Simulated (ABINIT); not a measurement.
# RbSnH3 (Pm-3m): zone-centre phonons, part 4 of 4

Which modes does RbSnH3 (Pm-3m) have at the zone centre?

ABINIT 10.8.3; DFT PBEsol, scalar-relativistic, plane waves, PseudoDojo stringent norm-conserving pseudopotentials.

So far. Step 7 (Zone-centre response): The acoustic modes at Γ come out as far as 3.1 cm⁻¹ from zero, where they should vanish, a small numerical error. The lowest optical mode is imaginary, 1209i cm⁻¹, an instability at this level and on this k mesh. Step 8 (Modes with the sum rule): The rule moves no optical mode by more than 0.1 cm⁻¹. The relaxed cell has a = 4.350 Å (conventional setting).

The structure was built from a prototype and need not be the compound's stable phase.

## Step 9: Sum rules set otherwise (asr 0)

Without the rule the raw error of the acoustic modes shows.

Input file anaddb.abi:

```
ddb_filepath "gamma_DDB"
output_file "anaddb.abo"
outdata_prefix "anaddb"
asr 0
chneut 0
enunit 2
eivec 1
nph1l 1
qph1l 0.0 0.0 0.0 1.0
```

Input file mrgddb.in:

```
gamma_DDB
merged
2
dfpt_gammao_DDB
gso_DDB
```

On the command line:

```sh
$ mrgddb < mrgddb.in > mrgddb.log
$ OMP_NUM_THREADS=1 anaddb anaddb.abi > anaddb.log
```

anaddb.abo, the main output file:

```text
-outvars_anaddb: echo values of input variables ----------------------

 Miscellaneous information :
      enunit         2
       eivec         1
      chneut         0
 First list of wavevector (reduced coord.) :
       nph1l         1
       qph1l
                     0.00000000E+00  0.00000000E+00  0.00000000E+00    1.000E+00

================================================================================

 read the DDB information and perform some checks

  ==== Info on the Cryst% object ====
 Real(R)+Recip(G) space primitive vectors, cartesian coordinates (Bohr,Bohr^-1):
 R(1)=  8.2205269  0.0000000  0.0000000  G(1)=  0.1216467  0.0000000  0.0000000
 R(2)=  0.0000000  8.2205269  0.0000000  G(2)=  0.0000000  0.1216467  0.0000000
 R(3)=  0.0000000  0.0000000  8.2205269  G(3)=  0.0000000  0.0000000  0.1216467
 Unit cell volume ucvol=  5.5551907E+02 bohr^3
 Angles (23,13,12)=  9.00000000E+01  9.00000000E+01  9.00000000E+01 degrees
 Time-reversal symmetry is present
 Reduced atomic positions [iatom, xred, symbol]:
    1)    0.0000000  0.0000000  0.0000000  Rb
    2)    0.5000000  0.5000000  0.5000000  Sn
    3)    0.5000000  0.5000000  0.0000000   H
    4)    0.5000000  0.0000000  0.5000000   H
    5)    0.0000000  0.5000000  0.5000000   H

 DDB file with 3 blocks has been read.

================================================================================

 Treat the first list of vectors

  Phonon wavevector (reduced coordinates) :  0.00000  0.00000  0.00000
 Phonon energies in Hartree :
  -5.510182E-03 -5.510182E-03 -5.510182E-03  1.434757E-05  1.434757E-05
   1.434757E-05  3.575706E-04  3.575706E-04  3.575706E-04  2.493483E-03
   2.493483E-03  2.493483E-03  2.613552E-03  2.613552E-03  2.613552E-03
 Phonon energies in meV     :
- -1.499397E+02 -1.499397E+02 -1.499397E+02  3.904172E-01  3.904172E-01
-  3.904172E-01  9.729992E+00  9.729992E+00  9.729992E+00  6.785112E+01
-  6.785112E+01  6.785112E+01  7.111836E+01  7.111836E+01  7.111836E+01
 Phonon frequencies in cm-1    :
- -1.209345E+03 -1.209345E+03 -1.209345E+03  3.148927E+00  3.148927E+00
-  3.148927E+00  7.847768E+01  7.847768E+01  7.847768E+01  5.472562E+02
-  5.472562E+02  5.472562E+02  5.736083E+02  5.736083E+02  5.736083E+02
 Phonon frequencies in Thz     :
- -3.625526E+01 -3.625526E+01 -3.625526E+01  9.440246E-02  9.440246E-02
-  9.440247E-02  2.352702E+00  2.352702E+00  2.352702E+00  1.640633E+01
-  1.640633E+01  1.640633E+01  1.719634E+01  1.719634E+01  1.719634E+01
 Phonon energies in Kelvin  :
- -1.739978E+03 -1.739978E+03 -1.739978E+03  4.530604E+00  4.530604E+00
-  4.530604E+00  1.129119E+02  1.129119E+02  1.129119E+02  7.873795E+02
-  7.873795E+02  7.873795E+02  8.252943E+02  8.252943E+02  8.252943E+02

 Eigendisplacements
 (will be given, for each mode : in cartesian coordinates
   for each atom the real part of the displacement vector,
   then the imaginary part of the displacement vector - absolute values smaller than 1.0d-7 are set to zero)
  Mode number    1   Energy   -5.510182E-03
 Attention : low frequency mode.
   (Could be unstable or acoustic mode)
-  1  4.16626693E-05  0.00000000E+00  0.00000000E+00
-     0.00000000E+00  0.00000000E+00  0.00000000E+00
-  2  1.54136015E-04  0.00000000E+00  0.00000000E+00
-     0.00000000E+00  0.00000000E+00  0.00000000E+00
-  3  7.76980623E-04  4.07908426E-07  0.00000000E+00
-     0.00000000E+00  0.00000000E+00  0.00000000E+00
-  4  7.76980623E-04 -1.22008998E-05  0.00000000E+00
-     0.00000000E+00  0.00000000E+00  0.00000000E+00
-  5 -2.32401738E-02  4.07908426E-07  0.00000000E+00
-     0.00000000E+00  0.00000000E+00  0.00000000E+00
  Mode number    2   Energy   -5.510182E-03
 Attention : low frequency mode.
   (Could be unstable or acoustic mode)
-  1  0.00000000E+00 -4.16626693E-05  0.00000000E+00
-     0.00000000E+00  0.00000000E+00  0.00000000E+00
-  2  0.00000000E+00 -1.54136015E-04  0.00000000E+00
-     0.00000000E+00  0.00000000E+00  0.00000000E+00
-  3  4.07908426E-07 -7.76980623E-04  0.00000000E+00
-     0.00000000E+00  0.00000000E+00  0.00000000E+00
-  4  4.07908426E-07  2.32401738E-02  0.00000000E+00
-     0.00000000E+00  0.00000000E+00  0.00000000E+00
-  5 -1.22008998E-05 -7.76980623E-04  0.00000000E+00
-     0.00000000E+00  0.00000000E+00  0.00000000E+00
  Mode number    3   Energy   -5.510182E-03
 Attention : low frequency mode.
   (Could be unstable or acoustic mode)
-  1  0.00000000E+00  0.00000000E+00  4.16626750E-05
-     0.00000000E+00  0.00000000E+00  0.00000000E+00
-  2  0.00000000E+00  0.00000000E+00  1.54136036E-04
-     0.00000000E+00  0.00000000E+00  0.00000000E+00
-  3  0.00000000E+00  0.00000000E+00 -2.32401770E-02
-     0.00000000E+00  0.00000000E+00  0.00000000E+00
-  4  0.00000000E+00  0.00000000E+00  7.76980730E-04
-     0.00000000E+00  0.00000000E+00  0.00000000E+00
-  5  0.00000000E+00  0.00000000E+00  7.76980730E-04
-     0.00000000E+00  0.00000000E+00  0.00000000E+00
  Mode number    4   Energy    1.434757E-05
-  1  0.00000000E+00  0.00000000E+00 -1.62487120E-03
-     0.00000000E+00  0.00000000E+00  0.00000000E+00
-  2  0.00000000E+00  0.00000000E+00 -1.62872415E-03
-     0.00000000E+00  0.00000000E+00  0.00000000E+00
-  3  0.00000000E+00  0.00000000E+00 -1.62813910E-03
-     0.00000000E+00  0.00000000E+00  0.00000000E+00
-  4  0.00000000E+00  0.00000000E+00 -1.62883572E-03
-     0.00000000E+00  0.00000000E+00  0.00000000E+00
-  5  0.00000000E+00  0.00000000E+00 -1.62883572E-03
-     0.00000000E+00  0.00000000E+00  0.00000000E+00
  Mode number    5   Energy    1.434757E-05
-  1  0.00000000E+00  1.62487120E-03  0.00000000E+00
-     0.00000000E+00  0.00000000E+00  0.00000000E+00
-  2  0.00000000E+00  1.62872415E-03  0.00000000E+00
-     0.00000000E+00  0.00000000E+00  0.00000000E+00
-  3  0.00000000E+00  1.62883572E-03  0.00000000E+00
-     0.00000000E+00  0.00000000E+00  0.00000000E+00
-  4  0.00000000E+00  1.62813910E-03  0.00000000E+00
-     0.00000000E+00  0.00000000E+00  0.00000000E+00
-  5  0.00000000E+00  1.62883572E-03  0.00000000E+00
-     0.00000000E+00  0.00000000E+00  0.00000000E+00
  Mode number    6   Energy    1.434757E-05
-  1  1.62487120E-03  0.00000000E+00  0.00000000E+00
-     0.00000000E+00  0.00000000E+00  0.00000000E+00
-  2  1.62872416E-03  0.00000000E+00  0.00000000E+00
-     0.00000000E+00  0.00000000E+00  0.00000000E+00
-  3  1.62883572E-03  0.00000000E+00  0.00000000E+00
-     0.00000000E+00  0.00000000E+00  0.00000000E+00
-  4  1.62883572E-03  0.00000000E+00  0.00000000E+00
-     0.00000000E+00  0.00000000E+00  0.00000000E+00
-  5  1.62813910E-03  0.00000000E+00  0.00000000E+00
-     0.00000000E+00  0.00000000E+00  0.00000000E+00
  Mode number    7   Energy    3.575706E-04
-  1  0.00000000E+00  0.00000000E+00 -1.94313655E-03
-     0.00000000E+00  0.00000000E+00  0.00000000E+00
-  2  0.00000000E+00  0.00000000E+00  1.36919446E-03
-     0.00000000E+00  0.00000000E+00  0.00000000E+00
-  3  0.00000000E+00  0.00000000E+00  8.50050564E-04
-     0.00000000E+00  0.00000000E+00  0.00000000E+00
-  4  0.00000000E+00  0.00000000E+00  1.13548915E-03
-     0.00000000E+00  0.00000000E+00  0.00000000E+00
-  5  0.00000000E+00  0.00000000E+00  1.13548915E-03
-     0.00000000E+00  0.00000000E+00  0.00000000E+00
  Mode number    8   Energy    3.575706E-04
-  1  0.00000000E+00 -1.94313655E-03  0.00000000E+00
-     0.00000000E+00  0.00000000E+00  0.00000000E+00
-  2  0.00000000E+00  1.36919446E-03  0.00000000E+00
-     0.00000000E+00  0.00000000E+00  0.00000000E+00
-  3  0.00000000E+00  1.13548915E-03  0.00000000E+00
-     0.00000000E+00  0.00000000E+00  0.00000000E+00
-  4  0.00000000E+00  8.50050563E-04  0.00000000E+00
-     0.00000000E+00  0.00000000E+00  0.00000000E+00
-  5  0.00000000E+00  1.13548915E-03  0.00000000E+00
-     0.00000000E+00  0.00000000E+00  0.00000000E+00
  Mode number    9   Energy    3.575706E-04
-  1  1.94313655E-03  0.00000000E+00  0.00000000E+00
-     0.00000000E+00  0.00000000E+00  0.00000000E+00
-  2 -1.36919446E-03  0.00000000E+00  0.00000000E+00
-     0.00000000E+00  0.00000000E+00  0.00000000E+00
-  3 -1.13548915E-03  0.00000000E+00  0.00000000E+00
-     0.00000000E+00  0.00000000E+00  0.00000000E+00
-  4 -1.13548915E-03  0.00000000E+00  0.00000000E+00
-     0.00000000E+00  0.00000000E+00  0.00000000E+00
-  5 -8.50050564E-04  0.00000000E+00  0.00000000E+00
-     0.00000000E+00  0.00000000E+00  0.00000000E+00
  Mode number   10   Energy    2.493483E-03
-  1  0.00000000E+00  0.00000000E+00  0.00000000E+00
-     0.00000000E+00  0.00000000E+00  0.00000000E+00
-  2  0.00000000E+00  0.00000000E+00  0.00000000E+00
-     0.00000000E+00  0.00000000E+00  0.00000000E+00
-  3  0.00000000E+00  6.90940685E-07  0.00000000E+00
-     0.00000000E+00  0.00000000E+00  0.00000000E+00
-  4  0.00000000E+00  0.00000000E+00 -1.64963404E-02
-     0.00000000E+00  0.00000000E+00  0.00000000E+00
-  5  0.00000000E+00 -6.90940685E-07  1.64963404E-02
-     0.00000000E+00  0.00000000E+00  0.00000000E+00
  Mode number   11   Energy    2.493483E-03
-  1  0.00000000E+00  0.00000000E+00  0.00000000E+00
-     0.00000000E+00  0.00000000E+00  0.00000000E+00
-  2  0.00000000E+00  0.00000000E+00  0.00000000E+00
-     0.00000000E+00  0.00000000E+00  0.00000000E+00
-  3  7.87994287E-07 -1.64963404E-02  0.00000000E+00
-     0.00000000E+00  0.00000000E+00  0.00000000E+00
-  4 -7.87994287E-07  0.00000000E+00 -6.90939499E-07
-     0.00000000E+00  0.00000000E+00  0.00000000E+00
-  5  0.00000000E+00  1.64963404E-02  6.90939499E-07
-     0.00000000E+00  0.00000000E+00  0.00000000E+00
  Mode number   12   Energy    2.493483E-03
-  1  0.00000000E+00  0.00000000E+00  0.00000000E+00
-     0.00000000E+00  0.00000000E+00  0.00000000E+00
-  2  0.00000000E+00  0.00000000E+00  0.00000000E+00
-     0.00000000E+00  0.00000000E+00  0.00000000E+00
-  3  1.64963404E-02  7.87993246E-07  0.00000000E+00
-     0.00000000E+00  0.00000000E+00  0.00000000E+00
-  4 -1.64963404E-02  0.00000000E+00  0.00000000E+00
-     0.00000000E+00  0.00000000E+00  0.00000000E+00
-  5  0.00000000E+00 -7.87993246E-07  0.00000000E+00
-     0.00000000E+00  0.00000000E+00  0.00000000E+00
  Mode number   13   Energy    2.613552E-03
-  1  0.00000000E+00  0.00000000E+00  2.88916625E-05
-     0.00000000E+00  0.00000000E+00  0.00000000E+00
-  2  0.00000000E+00  0.00000000E+00  2.64543270E-04
-     0.00000000E+00  0.00000000E+00  0.00000000E+00
-  3  0.00000000E+00 -9.99992176E-07 -8.82748738E-04
-     0.00000000E+00  0.00000000E+00  0.00000000E+00
-  4  0.00000000E+00  0.00000000E+00 -1.63579677E-02
-     0.00000000E+00  0.00000000E+00  0.00000000E+00
-  5  0.00000000E+00 -9.99992176E-07 -1.63579677E-02
-     0.00000000E+00  0.00000000E+00  0.00000000E+00
  Mode number   14   Energy    2.613552E-03
-  1  0.00000000E+00 -2.88916624E-05  0.00000000E+00
-     0.00000000E+00  0.00000000E+00  0.00000000E+00
-  2  0.00000000E+00 -2.64543269E-04  0.00000000E+00
-     0.00000000E+00  0.00000000E+00  0.00000000E+00
-  3 -1.04526321E-06  1.63579677E-02  0.00000000E+00
-     0.00000000E+00  0.00000000E+00  0.00000000E+00
-  4 -1.04526321E-06  8.82748736E-04 -9.99992116E-07
-     0.00000000E+00  0.00000000E+00  0.00000000E+00
-  5  0.00000000E+00  1.63579677E-02 -9.99992116E-07
-     0.00000000E+00  0.00000000E+00  0.00000000E+00
  Mode number   15   Energy    2.613552E-03
-  1  2.88916625E-05  0.00000000E+00  0.00000000E+00
-     0.00000000E+00  0.00000000E+00  0.00000000E+00
-  2  2.64543270E-04  0.00000000E+00  0.00000000E+00
-     0.00000000E+00  0.00000000E+00  0.00000000E+00
-  3 -1.63579677E-02 -1.04526315E-06  0.00000000E+00
-     0.00000000E+00  0.00000000E+00  0.00000000E+00
-  4 -1.63579677E-02  0.00000000E+00  0.00000000E+00
-     0.00000000E+00  0.00000000E+00  0.00000000E+00
-  5 -8.82748738E-04 -1.04526315E-06  0.00000000E+00
-     0.00000000E+00  0.00000000E+00  0.00000000E+00

 Analysis of degeneracies and characters (maximum tolerance=1.00E-06 a.u.)
 For each vibration mode, or group of modes if degenerate,
 the characters are given for each symmetry operation (see the list in the log file).
 Symmetry characters of vibration mode #   1
       degenerate with vibration modes #   2 to    3
  3.0 -3.0 -1.0  1.0 -1.0  1.0 -1.0  1.0  1.0 -1.0 -1.0  1.0  1.0 -1.0 -1.0  1.0
  0.0 -0.0  0.0 -0.0 -0.0  0.0 -0.0  0.0  1.0 -1.0 -1.0  1.0 -1.0  1.0  1.0 -1.0
  0.0 -0.0 -0.0  0.0 -0.0  0.0  0.0 -0.0  1.0 -1.0  1.0 -1.0 -1.0  1.0 -1.0  1.0
 Symmetry characters of vibration mode #   4
       degenerate with vibration modes #   5 to    6
  3.0 -3.0 -1.0  1.0 -1.0  1.0 -1.0  1.0  1.0 -1.0 -1.0  1.0  1.0 -1.0 -1.0  1.0
  0.0 -0.0  0.0 -0.0 -0.0  0.0 -0.0  0.0  1.0 -1.0 -1.0  1.0 -1.0  1.0  1.0 -1.0
  0.0 -0.0 -0.0  0.0 -0.0  0.0  0.0 -0.0  1.0 -1.0  1.0 -1.0 -1.0  1.0 -1.0  1.0
 Symmetry characters of vibration mode #   7
       degenerate with vibration modes #   8 to    9
  3.0 -3.0 -1.0  1.0 -1.0  1.0 -1.0  1.0  1.0 -1.0 -1.0  1.0  1.0 -1.0 -1.0  1.0
  0.0 -0.0  0.0 -0.0 -0.0  0.0 -0.0  0.0  1.0 -1.0 -1.0  1.0 -1.0  1.0  1.0 -1.0
  0.0 -0.0 -0.0  0.0 -0.0  0.0  0.0 -0.0  1.0 -1.0  1.0 -1.0 -1.0  1.0 -1.0  1.0
 Symmetry characters of vibration mode #  10
       degenerate with vibration modes #  11 to   12
  3.0 -3.0 -1.0  1.0 -1.0  1.0 -1.0  1.0 -1.0  1.0  1.0 -1.0 -1.0  1.0  1.0 -1.0
 -0.0  0.0 -0.0  0.0  0.0 -0.0  0.0 -0.0 -1.0  1.0  1.0 -1.0  1.0 -1.0 -1.0  1.0
 -0.0  0.0  0.0 -0.0  0.0 -0.0 -0.0  0.0 -1.0  1.0 -1.0  1.0  1.0 -1.0  1.0 -1.0
 Symmetry characters of vibration mode #  13
       degenerate with vibration modes #  14 to   15
  3.0 -3.0 -1.0  1.0 -1.0  1.0 -1.0  1.0  1.0 -1.0 -1.0  1.0  1.0 -1.0 -1.0  1.0
  0.0 -0.0  0.0 -0.0 -0.0  0.0  0.0 -0.0  1.0 -1.0 -1.0  1.0 -1.0  1.0  1.0 -1.0
  0.0 -0.0 -0.0  0.0  0.0 -0.0  0.0 -0.0  1.0 -1.0  1.0 -1.0 -1.0  1.0 -1.0  1.0
-
```

Run time: 0.51 s. Hardware: 1 thread of Arm Neoverse V1, shared host.

Read from the output:

```
highest optical zone-centre mode (no LO-TO term) : 573.6 cm⁻¹
```

Zone-centre frequencies as printed; negative means imaginary. Modes:

| mode | frequency (cm⁻¹) |
| --- | --- |
| 1 | -1209 |
| 2 | -1209 |
| 3 | -1209 |
| 4 | 3.15 |
| 5 | 3.15 |
| 6 | 3.15 |
| 7 | 78.48 |
| 8 | 78.48 |
| 9 | 78.48 |
| 10 | 547.3 |
| 11 | 547.3 |
| 12 | 547.3 |
| 13 | 573.6 |
| 14 | 573.6 |
| 15 | 573.6 |

## Step 10: Results

```json
{
  "space group after relaxation": "Pm-3m",
  "volume per atom": "16.5 Å³",
  "highest optical zone-centre mode (no LO-TO term)": "573.7 cm⁻¹",
  "lowest optical zone-centre mode": "-1209 cm⁻¹",
  "imaginary optical modes at the zone centre (no q mesh in this session)": "yes"
}
```

What this shows: At the PBEsol level the optical modes of RbSnH3 (Pm-3m) at the zone centre run from 1209i to 574 cm⁻¹, so the structure is a saddle point, with 3 modes beyond 10i cm⁻¹ there. The base run prints -0.31 GPa, mostly the error of a finite basis; the relaxation, with a smoothed and higher cutoff, had brought the cell to rest. These are harmonic frequencies at zero temperature: anharmonic shifts and linewidths and thermal expansion are left out. In a metal the frequencies hang on the k mesh and the smearing, most of all near Kohn anomalies. The structure is a hypothetical one, built on a prototype.

[Host names and launcher messages were left out of these logs when they were recorded.]

[Logs are printed without paths, hosts, clocks, repeated set-up lines and the standing remarks that a program may print on its own settings, such as how far it seeks lower states.]

[Hosts, paths, dates, database ids (printed as entryN), source tags and the programs' standing remarks are cut or masked in the printed files.]
